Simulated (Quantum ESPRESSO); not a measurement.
# GaAs (F-43m): modes at Γ and the response to a field

Which modes does GaAs (F-43m) have at the zone centre?

Calculated with Quantum ESPRESSO 7.5; DFT LDA, scalar-relativistic, plane waves, GBRV ultrasoft pseudopotentials.

Report form: the programs' logs are mostly left out.

## (1) The starting structure

The structure is cubic, space group F-43m (No. 216). Conventional cell: a = 5.654 Å, b = 5.654 Å, c = 5.654 Å, α = 90.00°, β = 90.00°, γ = 90.00°. Ga has 4 As at 2.45 Å nearest. Nearest to As lie 4 Ga at 2.45 Å. Farther neighbours are not listed.

## (2) A probe with smearing

Before anything dear is run, a loose run with smearing shows whether this is a metal and how far the cell is from rest.

File probe.in:

```
&CONTROL
  calculation = 'scf'
  prefix      = 'x'
  outdir      = './tmp'
  pseudo_dir  = './pseudo'
  tprnfor     = .true.
  tstress     = .true.
  verbosity   = 'high'
/
&SYSTEM
  ibrav       = 0
  nat         = 2
  ntyp        = 2
  ecutwfc     = 50.0
  ecutrho     = 400.0
  occupations = 'smearing'
  smearing    = 'gaussian'
  degauss     = 0.01
/
&ELECTRONS
  conv_thr         = 1.0d-07
  mixing_beta      = 0.7
  electron_maxstep = 100
/
ATOMIC_SPECIES
 Ga     69.7230  Ga.upf
 As     74.9216  As.upf
CELL_PARAMETERS angstrom
    -2.826850000    0.000000000    2.826850000
     0.000000000    2.826850000    2.826850000
    -2.826850000    2.826850000    0.000000000
ATOMIC_POSITIONS crystal
 Ga     0.000000000   0.000000000   0.000000000
 As     0.250000000   0.250000000   0.250000000
K_POINTS automatic
 6 6 6 1 1 1
```

Launch:

```bash
$ OMP_NUM_THREADS=1 mpirun -n 4 pw.x -nk 4 -in probe.in > probe.out
```

Run time: 7.1 s. Hardware: 4 MPI ranks of Arm Neoverse V1, shared host; 27 s of CPU time.

This step gave:

```yaml
volume_per_atom: 22.59 Å³
pressure: -2.216 GPa
gap_on_the_k_mesh: 1.015 eV
```

A gap of 1.0 eV opens on this mesh, so the crystal is taken as an insulator; the start stands at -2.2 GPa.

## (3) Relaxing the cell and atoms

The relaxation runs at a cutoff a fifth above that of the response, since stress converges more slowly with the basis than frequencies do. Forces and stress are brought to rest with tight thresholds.

File relax.in:

```
&CONTROL
  calculation   = 'vc-relax'
  prefix        = 'x'
  outdir        = './tmp'
  pseudo_dir    = './pseudo'
  tprnfor       = .true.
  tstress       = .true.
  forc_conv_thr = 2.0d-05
  etot_conv_thr = 1.0d-07
  nstep         = 40
/
&SYSTEM
  ibrav       = 0
  nat         = 2
  ntyp        = 2
  ecutwfc     = 60
  ecutrho     = 480.0
  occupations = 'fixed'
  nbnd        = 14
/
&ELECTRONS
  conv_thr         = 1.0d-11
  mixing_beta      = 0.7
  electron_maxstep = 100
/
&IONS
/
&CELL
  press_conv_thr = 0.2
/
ATOMIC_SPECIES
 Ga     69.7230  Ga.upf
 As     74.9216  As.upf
CELL_PARAMETERS angstrom
    -2.826850000    0.000000000    2.826850000
     0.000000000    2.826850000    2.826850000
    -2.826850000    2.826850000    0.000000000
ATOMIC_POSITIONS crystal
 Ga     0.000000000   0.000000000   0.000000000
 As     0.250000000   0.250000000   0.250000000
K_POINTS automatic
 8 8 8 1 1 1
```

Launch:

```bash
$ OMP_NUM_THREADS=1 mpirun -n 4 pw.x -nk 4 -in relax.in > relax.out
```

Elapsed: 88 s, on 4 MPI ranks.

Step by step:

| step | energy less that of the first step (eV) | largest force (eV/Å) | pressure (GPa) | volume (Å³) |
| --- | --- | --- | --- | --- |
| 1 | 0.0000 | 0.0000 | -1.62 | 45.18 |
| 2 | -0.0031 | 0.0000 | -1.07 | 44.81 |
| 3 | -0.0052 | 0.0000 | -0.19 | 44.25 |
| 4 | -0.0053 | 0.0000 | 0.00 | 44.14 |
| 5 | -0.0053 | 0.0000 | 0.00 | 44.14 |
| 6 | -0.0045 | 0.0000 | 0.02 | 44.14 |

| conventional cell, symmetrised | before | after | change |
| --- | --- | --- | --- |
| a (Å) | 5.654 | 5.610 | -0.8 % |
| b (Å) | 5.654 | 5.610 | -0.8 % |
| c (Å) | 5.654 | 5.610 | -0.8 % |
| volume (Å³/atom) | 22.59 | 22.07 | -2.3 % |

Final coordinates:

```cif
data_structure
_symmetry_space_group_name_H-M 'P 1'
_symmetry_Int_Tables_number 1
_cell_length_a 3.9668
_cell_length_b 3.9668
_cell_length_c 3.9668
_cell_angle_alpha 60.000
_cell_angle_beta 60.000
_cell_angle_gamma 60.000
_cell_volume 44.14
loop_
_atom_site_label
_atom_site_type_symbol
_atom_site_fract_x
_atom_site_fract_y
_atom_site_fract_z
_atom_site_occupancy
Ga1 Ga 0.00000 0.00000 0.00000 1
As2 As 0.25000 0.25000 0.25000 1
```

The last row of the table of steps is pw.x's closing run on a basis chosen anew for the final cell, so its energy can jump.

Numbers from this step:

* volume per atom: 22.07 Å³
* pressure: 0.02200 GPa
* gap on the k-mesh: 1.011 eV

The volume changes by -2.3 % from the cell with which this run began.

## (4) Ground state

The response is built on this ground state, so it is converged far tighter than an energy would need. With a gap, occupations are fixed, which also allows the response to an electric field.

File scf.in:

```
&CONTROL
  calculation = 'scf'
  prefix      = 'x'
  outdir      = './tmp'
  pseudo_dir  = './pseudo'
  tprnfor     = .true.
  tstress     = .true.
/
&SYSTEM
  ibrav       = 0
  nat         = 2
  ntyp        = 2
  ecutwfc     = 50.0
  ecutrho     = 400.0
  occupations = 'fixed'
  nbnd        = 14
/
&ELECTRONS
  conv_thr         = 1.0d-12
  mixing_beta      = 0.7
  electron_maxstep = 100
/
ATOMIC_SPECIES
 Ga     69.7230  Ga.upf
 As     74.9216  As.upf
CELL_PARAMETERS angstrom
    -2.804938416    0.000000000    2.804938416
     0.000000000    2.804938416    2.804938416
    -2.804938416    2.804938416    0.000000000
ATOMIC_POSITIONS crystal
 Ga     0.000000000   0.000000000   0.000000000
 As     0.250000000   0.250000000   0.250000000
K_POINTS automatic
 8 8 8 1 1 1
```

Launch:

```bash
$ OMP_NUM_THREADS=1 mpirun -n 4 pw.x -nk 4 -in scf.in > scf.out
```

It took 16 s on 4 MPI ranks; 63 s of CPU time.

Numbers from this step:

- pressure: -0.02200 GPa

The cell stands at -0.022 GPa, close enough for phonons.

## (5) Zone-centre response

At q = 0 one unit cell holds all displacements; symmetry groups them into irreducible representations that are solved one by one. The response to a field gives ε∞ and the Born charges, which polar modes need.

File ph.in:

```
phonons
&INPUTPH
  prefix = 'x'
  outdir = './tmp'
  fildyn = 'g.dyn'
  tr2_ph = 1.0d-18
  epsil  = .true.
/
0.000000000000 0.000000000000 0.000000000000
```

Launch:

```bash
$ OMP_NUM_THREADS=1 mpirun -n 4 ph.x -nk 4 -in ph.in > ph.out
```

It took 5.8 min on 4 MPI ranks.

This step gave:

```
miss of the charge sum rule                                       : 0.003510 e
largest acoustic frequency at the zone centre before the sum rule : -7.12 cm⁻¹
highest optical zone-centre mode (no LO-TO term)                  : 269.7 cm⁻¹
lowest optical zone-centre mode                                   : 269.7 cm⁻¹
mean high-frequency dielectric constant                           : 14.01
largest Born charge in size (third of the trace)                  : 2.068 e
```

Born charge (rows field, columns displacement), before the sum rule (e), principal values of the symmetric part by kind of site:

| atom | atoms with these values | low | middle | high | mean |
| --- | --- | --- | --- | --- | --- |
| Ga1 | 1 | 2.06 | 2.06 | 2.06 | 2.06 |
| As2 | 1 | -2.07 | -2.07 | -2.07 | -2.07 |

In full for As2:

```
-2.07  0.00  0.00
 0.00 -2.07  0.00
 0.00  0.00 -2.07
```

High-frequency dielectric tensor:

```
14.01  0.00  0.00
 0.00 14.01  0.00
 0.00  0.00 14.01
```

The acoustic modes at Γ come out as far as 7.1 cm⁻¹ from zero, where they should vanish, a small numerical error; the Born charges miss their sum rule by 0.0035 e, which is good.

## (6) Modes with the sum rule

A rigid shift of the crystal must cost nothing, but grids and finite bases break this; the acoustic sum rule is imposed before the matrix is diagonalised again. With Born charges the intensities follow, and the static dielectric tensor.

File dynmat.in:

```
&INPUT
  fildyn = 'g.dyn'
  asr    = 'simple'
  fileig = 'dynmat.eig'
  lperm  = .true.
/
```

Launch:

```bash
$ dynmat.x -in dynmat.in > dynmat.out
```

Run time: 0.47 s. Hardware: 1 thread.

Read from the output:

```
highest optical zone-centre mode (no LO-TO term) : 269.8 cm⁻¹
lowest optical zone-centre mode                  : 269.8 cm⁻¹
mean static dielectric constant                  : 15.82
```

Unit eigenvectors of the mass-weighted matrix after the sum rule; no LO-TO term. The modes at Γ (shares of kinetic energy by element, %):

| mode | frequency (cm⁻¹) | symmetry | Ga % | As % |
| --- | --- | --- | --- | --- |
| 1 | 0.0 | acoustic | 48 | 52 |
| 2 | 0.0 | acoustic | 48 | 52 |
| 3 | 0.0 | acoustic | 48 | 52 |
| 4 | 269.8 | T2 | 52 | 48 |
| 5 | 269.8 | T2 | 52 | 48 |
| 6 | 269.8 | T2 | 52 | 48 |

Displacements in mode 4 (269.8 cm⁻¹), the largest set to 1:
```
Ga1  0.00  1.00  0.00
As2  0.00 -0.93  0.00
```

Degenerate modes summed, no LO-TO term. Infrared lines, with heights relative to the strongest:

| position (cm⁻¹) | lines merged | label | IR intensity, relative |
| --- | --- | --- | --- |
| 270 | 3 | T2 | 100 |

Static dielectric tensor (ions relaxed, fixed cell):

```
15.82  0.00  0.00
 0.00 15.82  0.00
 0.00  0.00 15.82
```

The rule moves no optical mode by more than 0.2 cm⁻¹.

## (7) Modes along a direction of q (1 0 0)

A longitudinal polar mode sets up a macroscopic field that stiffens it; the term hangs on the direction from which q goes to zero.

File dynmat.in:

```
&INPUT
  fildyn = 'g.dyn'
  asr    = 'simple'
  fileig = 'dynmat.eig'
  q(1)   = 1.0
  q(2)   = 0.0
  q(3)   = 0.0
/
```

Launch:

```bash
$ dynmat.x -in dynmat.in > dynmat.out
```

The job ended after 0.45 s (1 thread).

This step gave:

| Property | Result |
| --- | --- |
| highest mode moved by the LO-TO term | 286.7 cm⁻¹ |

Zone-centre frequencies as printed; negative means imaginary. Modes:

| mode | frequency (cm⁻¹) |
| --- | --- |
| 1 | 0 |
| 2 | 0 |
| 3 | 0 |
| 4 | 269.8 |
| 5 | 269.8 |
| 6 | 286.7 |

The field moves one mode, from 270 to 287 cm⁻¹; the others stay.

## (8) Summary of results

```json
{
 "space group after relaxation": "F-43m",
 "volume per atom": "22.1 Å³",
 "gap on the k-mesh": "1.01 eV",
 "highest optical zone-centre mode (no LO-TO term)": "269.8 cm⁻¹",
 "highest mode moved by the LO-TO term": "286.7 cm⁻¹",
 "mean high-frequency dielectric constant": "14.0",
 "largest Born charge in size (third of the trace)": "2.07 e",
 "mean static dielectric constant": "15.8",
 "imaginary optical modes at the zone centre (no q mesh in this session)": "none"
}
```

What this shows: At the LDA level the optical modes of GaAs (F-43m) at the zone centre (no LO-TO term) lie at 270 cm⁻¹. Along the directions run, the highest mode that the macroscopic field moves lies at 287 cm⁻¹. Lattice motion raises the mean dielectric constant from 14.01 to 15.82. The Born charge of Ga is 2.064 e against a formal charge of +3: moving the atom carries less polarisation than a rigid ion would, as is usual in tetrahedral, largely covalent crystals. The Lyddane-Sachs-Teller relation holds: (ωLO/ωTO)² is 1.13 and ε₀/ε∞ is 1.13. These are harmonic frequencies at zero temperature: anharmonic shifts and linewidths and thermal expansion are left out.

[Host names and launcher messages were left out of these logs when they were recorded.]

[Logs are printed without paths, hosts, clocks, repeated set-up lines and the standing remarks that a program may print on its own settings, such as how far it seeks lower states.]

[Hosts, paths, dates, database ids (printed as entryN), source tags and the programs' standing remarks are cut or masked in the printed files.]
